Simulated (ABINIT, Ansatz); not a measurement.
# Ba2H6Os (Fm-3m): one start, several treatments of the self-energy

Aim: compare treatments of exchange, screening and correlation for the gap of Ba2H6Os (Fm-3m).

Program: ABINIT 10.8.3. Level of theory: LDA and many-body steps on it, plane waves. Results are calculated unless marked as measured.

### 1. Set-up

It takes space group Fm-3m (No. 225, cubic). Conventional cell: a = 8.092 Å, b = 8.092 Å, c = 8.092 Å, α = 90.00°, β = 90.00°, γ = 90.00°. Nearest to Ba lie 12 H at 2.88 Å. H has 1 Os at 1.73 Å and 4 H at 2.45 Å and 4 Ba at 2.88 Å nearest. Nearest to Os lie 6 H at 1.73 Å. Farther neighbours are not listed.

Structure file:

```cif
data_structure
_symmetry_space_group_name_H-M 'P 1'
_symmetry_Int_Tables_number 1
_cell_length_a 5.7222
_cell_length_b 5.7222
_cell_length_c 5.7222
_cell_angle_alpha 60.000
_cell_angle_beta 60.000
_cell_angle_gamma 60.000
_cell_volume 132.49
loop_
_atom_site_label
_atom_site_type_symbol
_atom_site_fract_x
_atom_site_fract_y
_atom_site_fract_z
_atom_site_occupancy
Ba1 Ba 0.75000 0.75000 0.75000 1
Ba2 Ba 0.25000 0.25000 0.25000 1
H3 H 0.78592 0.78592 0.21408 1
H4 H 0.21408 0.78592 0.21408 1
H5 H 0.78592 0.21408 0.21408 1
H6 H 0.21408 0.21408 0.78592 1
H7 H 0.78592 0.21408 0.78592 1
H8 H 0.21408 0.78592 0.78592 1
Os9 Os 0.00000 0.00000 0.00000 1
```

The cell and positions are those that the Materials Project relaxed with its own functionals (PBE, PBE+U or r2SCAN), kept fixed. Spin-orbit coupling is left out unless a step names it.

### 2. Empty states on the mesh, 2×2×2 mesh, 258 bands

This step: ABINIT 10.8.3; DFT, LDA, plane waves, norm-conserving pseudopotentials.

The sums over transitions need many empty states on a uniform mesh; this step solves for them.

run.abi reads:

```
acell 3*1.0 Angstrom
rprim 
  -0.000000000000 4.046207840000 4.046207840000
  4.046207840000 0.000000000000 4.046207840000
  4.046207840000 4.046207840000 0.000000000000
ntypat 3
znucl 56 1 76
natom 9
typat 1 1 2 2 2 2 2 2 3
xred 
  0.750000000000 0.750000000000 0.750000000000
  0.250000000000 0.250000000000 0.250000000000
  0.785917090000 0.785917090000 0.214082910000
  0.214082910000 0.785917090000 0.214082910000
  0.785917090000 0.214082910000 0.214082910000
  0.214082910000 0.214082910000 0.785917090000
  0.785917090000 0.214082910000 0.785917090000
  0.214082910000 0.785917090000 0.785917090000
  0.000000000000 0.000000000000 0.000000000000
pp_dirpath "pseudos"
pseudos "Ba.upf, H.upf, Os.upf"
ecut 33
ngkpt 2 2 2
nshiftk 1
shiftk 0 0 0
kptopt 1
chksymbreak 0
iscf -2
irdden 1
istwfk *1
nband 258
nbdbuf 22
tolwfr 1e-09
nstep 60
prtvol 0
indata_prefix "in"
outdata_prefix "out"
tmpdata_prefix "tmp"
```

Run with:

```console
$ OMP_NUM_THREADS=1 mpirun -n 3 abinit run.abi > log
```

Numbers of over 12 decimals in the logs are rounded to 6 here.

The program printed:

```text
.Version 10.8.3 of ABINIT. v10.8.2 released Aug 2026.

 Symmetries : space group Fm -3 m (#225); Bravais cF (face-center cubic)
[... echo of the input left out ...]
== DATASET  1 ==================================================================
-   mpi_nproc: 3, omp_nthreads: 1 (-1 if OMP is not activated)

--- !DatasetInfo
iteration_state: {dtset: 1, }
dimensions: {natom: 9, nkpt: 3, mband: 258, nsppol: 1, nspinor: 1, nspden: 1, mpw: 8144, }
cutoff_energies: {ecut:  33.0, pawecutdg:  -1.0, }
[...]
2.86655    2.86655    2.86655    2.87919    2.88052    2.88052    2.88052    2.88561
   2.88561    2.88561    2.90453    2.90454    2.90546    2.91320    2.91323    2.91408
   2.91567    2.91666
 prteigrs : prtvol=0 or 1, do not print more k-points.

== END DATASET(S) ==============================================================
================================================================================

 -outvars: echo values of variables after computation  --------
            nband         258
             nkpt           3
          spgroup         225
 [... the other variables as echoed above ...]

 Calculation completed.
```

Run time: 96 s. Hardware: 3 MPI ranks of Intel Xeon 6975P-C (Granite Rapids), shared host; peak memory 0.47 GiB.

Numbers from this step:

- gap: 1.777 eV
- k of the valence top: 0, 0, 0
- k of the conduction bottom: 0.5, 0.5, 0
- least direct gap: 2.058 eV
- k points computed: 3
- lowest point of the top converged band, above the valence top: 71.5749 eV

On this mesh the gap is 1.777 eV.

The density comes from a self-consistent run that is not shown.

### 3. Screening, 2×2×2 mesh, 108 bands, screening to 114.3 eV

The RPA dielectric matrix is built and inverted for each q.

This step: RPA screening on LDA, plane waves, norm-conserving pseudopotentials.

run.abi, as its differences from that of step 2:

```diff
@@ -27,10 +27,11 @@
 chksymbreak 0
-iscf -2
-irdden 1
 istwfk *1
-nband 258
-nbdbuf 22
-tolwfr 1e-09
-nstep 60
-prtvol 0
+occopt 1
+irdwfk 1
+optdriver 3
+nband 108
+ecuteps 4.2
+inclvkb 2
+awtr 1
+symchi 1
 indata_prefix "in"
```

Run with:

```console
$ OMP_NUM_THREADS=1 mpirun -n 4 abinit run.abi > log
```

The program printed:

```text
.Version 10.8.3 of ABINIT. v10.8.2 released Aug 2026.

 Symmetries : space group Fm -3 m (#225); Bravais cF (face-center cubic)
[... echo of the input left out ...]
== DATASET  1 ==================================================================
-   mpi_nproc: 4, omp_nthreads: 1 (-1 if OMP is not activated)

--- !DatasetInfo
iteration_state: {dtset: 1, }
dimensions: {natom: 9, nkpt: 3, mband: 108, nsppol: 1, nspinor: 1, nspden: 1, mpw: 8144, }
cutoff_energies: {ecut:  33.0, pawecutdg:  -1.0, }
electrons: {nelect:   4.20000000E+01, charge:   0.00000000E+00, occopt:   1.00000000E+00, tsmear:   1.00000000E-02, }

 SCREENING: Calculation of the susceptibility and dielectric matrices

 Based on a program developped by R.W. Godby, V. Olevano, G. Onida, and L. Reining.
 Incorporated in ABINIT by V. Olevano, G.-M. Rignanese, and M. Torrent.
.Using double precision arithmetic ; gwpc =  8

[... cell and pseudopotentials left out ...]
--------------------------------------------------------------------------------

 ==== K-mesh for the wavefunctions ====
 Number of points in the irreducible wedge :     3
[... list of points left out ...]
 Together with 48 symmetry operations and time-reversal symmetry
 yields     8 points in the full Brillouin Zone.

 ==== Q-mesh for the screening function ====
 Number of points in the irreducible wedge :     3
[... list of points left out ...]
 Together with 48 symmetry operations and time-reversal symmetry
 yields     8 points in the full Brillouin Zone.

 setmesh: FFT mesh size selected  =    40x   40x   40
          total number of points  =        64000

 vcoul_init : cutoff-mode = AUXILIARY_FUNCTION
 q-points for optical limit:   1
     1)      0.000010    0.000020    0.000030

- screening: taking advantage of time-reversal symmetry
- Maximum band index for partially occupied states nbvw = 21
- Remaining bands to be divided among processors   nbcw = 87
- Number of bands treated by each node ~21

 Number of electrons calculated from density =   42.0000; Expected =   42.0000
 average of density, n =  0.046976
 r_s =    1.7193
 omega_plasma =   20.9071 [eV]

 calculating chi0 at frequencies [eV] :
  1    0.000000E+00    0.000000E+00
  2    0.000000E+00    2.090714E+01

--------------------------------------------------------------------------------
  q-point number  1        q = ( 0.000000, 0.000000, 0.000000) [r.l.u.]
--------------------------------------------------------------------------------
[... chi0 elements left out ...]
 For q-point:  0.000010 0.000020 0.000030
  dielectric constant =   4.5271
  dielectric constant without local fields =   5.5946

  Average fulfillment of the sum rule on Im[epsilon] for q-point    1 :     68.33  [%]
[... wings left out ...]
  q-point number  2        q = ( 0.500000, 0.000000, 0.000000) [r.l.u.]
--------------------------------------------------------------------------------
[... chi0 elements left out ...]
  Average fulfillment of the sum rule on Im[epsilon] for q-point    2 :     76.64  [%]

 [... 1 further q-points ...]
```

Run time: 18 s. Hardware: 4 MPI ranks; peak memory 1.5 GiB.

This step gave:

```yaml
eps_infinity_with_local_fields_on_this_mesh_along_the_program_s_q_direction: 4.527
the_same_without_local_fields: 5.595
plasma_frequency: 20.91 eV
plane_waves_in_the_screening_matrix: 339
```

Local fields lower ε∞ by 19 %. On a Γ-centred mesh this coarse the value itself is usually too large, while a short band sum pulls it down.

### 4. G0W0, Godby-Needs plasmon pole

The self-energy is evaluated for the states that the input lists, and the levels follow from it, in one-shot runs by the linearised quasiparticle equation.

This step: G0W0 on LDA, plane waves, norm-conserving pseudopotentials.

run.abi, as its differences from that of step 3:

```diff
@@ -30,8 +30,17 @@
 irdwfk 1
-optdriver 3
+optdriver 4
 nband 108
+gwcalctyp 0
+ecutsigx 33
+symsigma 1
+nkptgw 2
+kptgw 
+  0.0000000000 0.0000000000 0.0000000000
+  0.5000000000 0.5000000000 0.0000000000
+bdgw 
+  19 23
+  20 23
 ecuteps 4.2
-inclvkb 2
-awtr 1
-symchi 1
+irdscr 1
+ppmodel 1
 indata_prefix "in"
```

The program printed:

```text
.Version 10.8.3 of ABINIT. v10.8.2 released Aug 2026.

 Symmetries : space group Fm -3 m (#225); Bravais cF (face-center cubic)
[... echo of the input left out ...]
== DATASET  1 ==================================================================
-   mpi_nproc: 4, omp_nthreads: 1 (-1 if OMP is not activated)

--- !DatasetInfo
iteration_state: {dtset: 1, }
dimensions: {natom: 9, nkpt: 3, mband: 108, nsppol: 1, nspinor: 1, nspden: 1, mpw: 8144, }
cutoff_energies: {ecut:  33.0, pawecutdg:  -1.0, }
electrons: {nelect:   4.20000000E+01, charge:   0.00000000E+00, occopt:   1.00000000E+00, tsmear:   1.00000000E-02, }

 SIGMA: Calculation of the GW corrections

 Based on a program developped by R.W. Godby, V. Olevano, G. Onida, and L. Reining.
 Incorporated in ABINIT by V. Olevano, G.-M. Rignanese, and M. Torrent.
.Using double precision arithmetic ; gwpc =  8

[... cell and pseudopotentials left out ...]
--------------------------------------------------------------------------------

 ==== K-mesh for the wavefunctions ====
 Number of points in the irreducible wedge :     3
[... list of points left out ...]
 Together with 48 symmetry operations and time-reversal symmetry
 yields     8 points in the full Brillouin Zone.

 ==== Q-mesh for screening function ====
 Number of points in the irreducible wedge :     3
[... list of points left out ...]
 Together with 48 symmetry operations and time-reversal symmetry
 yields     8 points in the full Brillouin Zone.

 vcoul_init : cutoff-mode = AUXILIARY_FUNCTION
 q-points for optical limit:   1
     1)      0.000010    0.000020    0.000030
 setmesh: FFT mesh size selected  =    60x   60x   60
          total number of points  =       216000

 Number of electrons calculated from density =   42.0000; Expected =   42.0000
 average of density, n =  0.046976
 r_s =    1.7193
 omega_plasma =   20.9071 [eV]

 === KS Band Gaps ===
  >>>> For spin  1
   Minimum direct gap =   2.0584 [eV], located at k-point      :   0.5000  0.5000  0.0000
   Fundamental gap    =   1.7774 [eV], Top of valence bands at :   0.0000  0.0000  0.0000
                                       Bottom of conduction at :   0.5000  0.5000  0.0000
 SIGMA fundamental parameters:
 PLASMON POLE MODEL  1
 number of plane-waves for SigmaX                 7991
 number of plane-waves for SigmaC and W            339
 number of plane-waves for wavefunctions          7991
 number of bands                                   108
 number of independent spin polarizations            1
 number of spinorial components                      1
 number of k-points in IBZ                           3
 number of q-points in IBZ                           3
 number of symmetry operations                      48
 number of k-points in BZ                            8
 number of q-points in BZ                            8
 number of frequencies for dSigma/dE                 9
 frequency step for dSigma/dE [eV]                0.25
 number of omega for Sigma on real axis              0
 max omega for Sigma on real axis  [eV]           0.00
 zcut for avoiding poles [eV]                     0.10

 EPSILON^-1 parameters (SCR file):
 dimension of the eps^-1 matrix on file            339
 dimension of the eps^-1 matrix used               339
 number of plane-waves for wavefunctions          7991
 number of bands                                   108
 number of q-points in IBZ                           3
 number of frequencies                               2
 number of real frequencies                          1
 number of imag frequencies                          1

 matrix elements of self-energy operator (all in [eV])

 Perturbative Calculation

--- !SelfEnergy_ee
iteration_state: {dtset: 1, }
kpoint     : [   0.000,    0.000,    0.000, ]
spin       : 1
KS_gap     :    2.784
QP_gap     :    3.832
Delta_QP_KS:    1.048
data: !SigmaeeData |
     Band     E0 <VxcDFT>   SigX SigC(E0)      Z dSigC/dE  Sig(E)    E-E0       E
       19   4.636 -17.156 -19.723   3.186   0.785  -0.274 -16.671   0.486   5.121
       20   4.636 -17.156 -19.723   3.186   0.785  -0.274 -16.671   0.486   5.121
       21   4.636 -17.156 -19.723   3.186   0.785  -0.274 -16.671   0.486   5.121
       22   7.420 -12.009  -6.722  -3.428   0.825  -0.212 -10.475   1.534   8.954
       23   7.420 -12.009  -6.722  -3.428   0.825  -0.212 -10.475   1.534   8.954

--- !SelfEnergy_ee
iteration_state: {dtset: 1, }
kpoint     : [   0.500,    0.500,    0.000, ]
spin       : 1
KS_gap     :    2.058
QP_gap     :    2.942
Delta_QP_KS:    0.884
data: !SigmaeeData |
     Band     E0 <VxcDFT>   SigX SigC(E0)      Z dSigC/dE  Sig(E)    E-E0       E
       20   4.355 -16.488 -19.032   3.094   0.785  -0.274 -16.056   0.432   4.787
       21   4.355 -16.488 -19.032   3.094   0.785  -0.274 -16.056   0.432   4.787
       22   6.413 -11.458  -6.928  -2.945   0.829  -0.206 -10.143   1.316   7.729
       23   6.828  -9.386  -4.544  -3.407   0.837  -0.195  -8.186   1.200   8.029

== END DATASET(S) ==============================================================
================================================================================

 -outvars: echo values of variables after computation  --------
           etotal      0.0000000000E+00
            nband         108
             nkpt           3
          spgroup         225
 [... the other variables as echoed above ...]

 Calculation completed.
```

Run time: 7.5 s. Hardware: 4 MPI ranks; peak memory 1.1 GiB; 28 s of CPU time.

Numbers from this step:

* G0W0 gap on the points computed: 2.608 eV
* starting gap on the mesh: 1.777 eV
* k of the valence top: 0, 0, 0
* k of the conduction bottom: 0.5, 0.5, 0
* Z at the valence top: 0.785
* Z at the conduction bottom: 0.829
* least direct G0W0 gap on the computed points: 2.942 eV

The gap on the mesh goes from 1.78 eV to 2.61 eV, a correction of +0.83 eV.

### 5. G0W0, Hybertsen-Louie plasmon pole

run.abi, as its differences from that of step 4:

```diff
@@ -44,3 +44,3 @@
 irdscr 1
-ppmodel 1
+ppmodel 2
 indata_prefix "in"
```

The program printed:

```text
.Version 10.8.3 of ABINIT. v10.8.2 released Aug 2026.

 Symmetries : space group Fm -3 m (#225); Bravais cF (face-center cubic)
[... echo of the input left out ...]
== DATASET  1 ==================================================================
-   mpi_nproc: 4, omp_nthreads: 1 (-1 if OMP is not activated)

--- !DatasetInfo
iteration_state: {dtset: 1, }
dimensions: {natom: 9, nkpt: 3, mband: 108, nsppol: 1, nspinor: 1, nspden: 1, mpw: 8144, }
cutoff_energies: {ecut:  33.0, pawecutdg:  -1.0, }
electrons: {nelect:   4.20000000E+01, charge:   0.00000000E+00, occopt:   1.00000000E+00, tsmear:   1.00000000E-02, }

 SIGMA: Calculation of the GW corrections

 Based on a program developped by R.W. Godby, V. Olevano, G. Onida, and L. Reining.
 Incorporated in ABINIT by V. Olevano, G.-M. Rignanese, and M. Torrent.
.Using double precision arithmetic ; gwpc =  8

[... cell and pseudopotentials left out ...]
--------------------------------------------------------------------------------

 ==== K-mesh for the wavefunctions ====
 Number of points in the irreducible wedge :     3
[... list of points left out ...]
 Together with 48 symmetry operations and time-reversal symmetry
 yields     8 points in the full Brillouin Zone.

 ==== Q-mesh for screening function ====
 Number of points in the irreducible wedge :     3
[... list of points left out ...]
 Together with 48 symmetry operations and time-reversal symmetry
 yields     8 points in the full Brillouin Zone.

 vcoul_init : cutoff-mode = AUXILIARY_FUNCTION
 q-points for optical limit:   1
     1)      0.000010    0.000020    0.000030
 setmesh: FFT mesh size selected  =    60x   60x   60
          total number of points  =       216000

 Number of electrons calculated from density =   42.0000; Expected =   42.0000
[...]
number of omega for Sigma on real axis              0
 max omega for Sigma on real axis  [eV]           0.00
 zcut for avoiding poles [eV]                     0.10

 EPSILON^-1 parameters (SCR file):
 dimension of the eps^-1 matrix on file            339
 dimension of the eps^-1 matrix used               339
 number of plane-waves for wavefunctions          7991
 number of bands                                   108
 number of q-points in IBZ                           3
 number of frequencies                               2
 number of real frequencies                          1
 number of imag frequencies                          1

 matrix elements of self-energy operator (all in [eV])

 Perturbative Calculation

--- !SelfEnergy_ee
iteration_state: {dtset: 1, }
kpoint     : [   0.000,    0.000,    0.000, ]
spin       : 1
KS_gap     :    2.784
QP_gap     :    3.981
Delta_QP_KS:    1.197
data: !SigmaeeData |
     Band     E0 <VxcDFT>   SigX SigC(E0)      Z dSigC/dE  Sig(E)    E-E0       E
       19   4.636 -17.156 -19.723   2.953   0.839  -0.192 -16.833   0.323   4.959
       20   4.636 -17.156 -19.723   2.953   0.839  -0.192 -16.833   0.323   4.959
       21   4.636 -17.156 -19.723   2.953   0.839  -0.192 -16.833   0.323   4.959
[...]
--- !SelfEnergy_ee
iteration_state: {dtset: 1, }
kpoint     : [   0.500,    0.500,    0.000, ]
spin       : 1
KS_gap     :    2.058
QP_gap     :    3.103
Delta_QP_KS:    1.044
data: !SigmaeeData |
     Band     E0 <VxcDFT>   SigX SigC(E0)      Z dSigC/dE  Sig(E)    E-E0       E
[...]
22   6.413 -11.458  -6.928  -3.037   0.862  -0.160 -10.170   1.288   7.702
       23   6.828  -9.386  -4.544  -3.633   0.868  -0.152  -8.337   1.049   7.877

== END DATASET(S) ==============================================================
================================================================================

 -outvars: echo values of variables after computation  --------
           etotal      0.0000000000E+00
            nband         108
             nkpt           3
          spgroup         225
 [... the other variables as echoed above ...]

 Calculation completed.
```

The job ended after 7.7 s (4 MPI ranks; peak memory 1.1 GiB; 30 s of CPU time).

Numbers from this step:

```yaml
g0w0_gap_on_the_points_computed: 2.743 eV
starting_gap_on_the_mesh: 1.777 eV
k_of_the_valence_top: 0, 0, 0
k_of_the_conduction_bottom: 0.5, 0.5, 0
z_at_the_valence_top: 0.839
z_at_the_conduction_bottom: 0.862
least_direct_g0w0_gap_on_the_computed_points: 3.103 eV
```

Against G0W0 in ABINIT (2×2×2 mesh, 108 bands, screening to 114.3 eV, Godby-Needs plasmon pole), the gap moves by +0.135 eV.

### 6. G0W0, Engel-Farid plasmon pole

run.abi, as its differences from that of step 5:

```diff
@@ -44,3 +44,3 @@
 irdscr 1
-ppmodel 2
+ppmodel 4
 indata_prefix "in"
```

The program printed:

```text
.Version 10.8.3 of ABINIT. v10.8.2 released Aug 2026.

 Symmetries : space group Fm -3 m (#225); Bravais cF (face-center cubic)
[... echo of the input left out ...]
== DATASET  1 ==================================================================
-   mpi_nproc: 4, omp_nthreads: 1 (-1 if OMP is not activated)

--- !DatasetInfo
iteration_state: {dtset: 1, }
dimensions: {natom: 9, nkpt: 3, mband: 108, nsppol: 1, nspinor: 1, nspden: 1, mpw: 8144, }
cutoff_energies: {ecut:  33.0, pawecutdg:  -1.0, }
[...]
Band     E0 <VxcDFT>   SigX SigC(E0)      Z dSigC/dE  Sig(E)    E-E0       E
[...]
22   6.413 -11.458  -6.928  -2.962   0.836  -0.195 -10.146   1.312   7.725
       23   6.828  -9.386  -4.544  -3.490   0.842  -0.188  -8.248   1.138   7.966

== END DATASET(S) ==============================================================
================================================================================

 -outvars: echo values of variables after computation  --------
           etotal      0.0000000000E+00
            nband         108
             nkpt           3
          spgroup         225
 [... the other variables as echoed above ...]

 Calculation completed.
```

Wall time 6.1 s (4 MPI ranks); peak memory 0.97 GiB.

This step gave:

```
G0W0 gap on the points computed              : 2.625 eV
starting gap on the mesh                     : 1.777 eV
k of the valence top                         : 0, 0, 0
k of the conduction bottom                   : 0.5, 0.5, 0
least direct G0W0 gap on the computed points : 2.973 eV
```

Against G0W0 in ABINIT (2×2×2 mesh, 108 bands, screening to 114.3 eV, Godby-Needs plasmon pole), the gap moves by +0.017 eV.

[end of part 1 of 2]

[Paths, hosts, dates, memory and timing lines, banners, echoed tables and standing remarks are left out of the program output.]

[Logs are printed without paths, hosts, clocks, repeated set-up lines and the standing remarks that a program may print on its own settings, such as how far it seeks lower states.]

[Runs of the session that timed out or met a known fault of the program may be left out.]

[No measured gap is set beside runs whose start may be inverted or whose files or cutoffs have a known fault.]

[Hosts, paths, dates, database ids (printed as entryN), source tags and the programs' standing remarks are cut or masked in the printed files.]

[G0W0 gaps are taken among the corrected bands and points alone; a level outside them can change the order at an edge.]

[Where Ansatz stands beside ABINIT at settings called matched, ABINIT's density can come from a denser mesh and the files from another edition; pairs whose starting gaps differed by over 0.03 eV were left out, so agreement reads better than it is.]
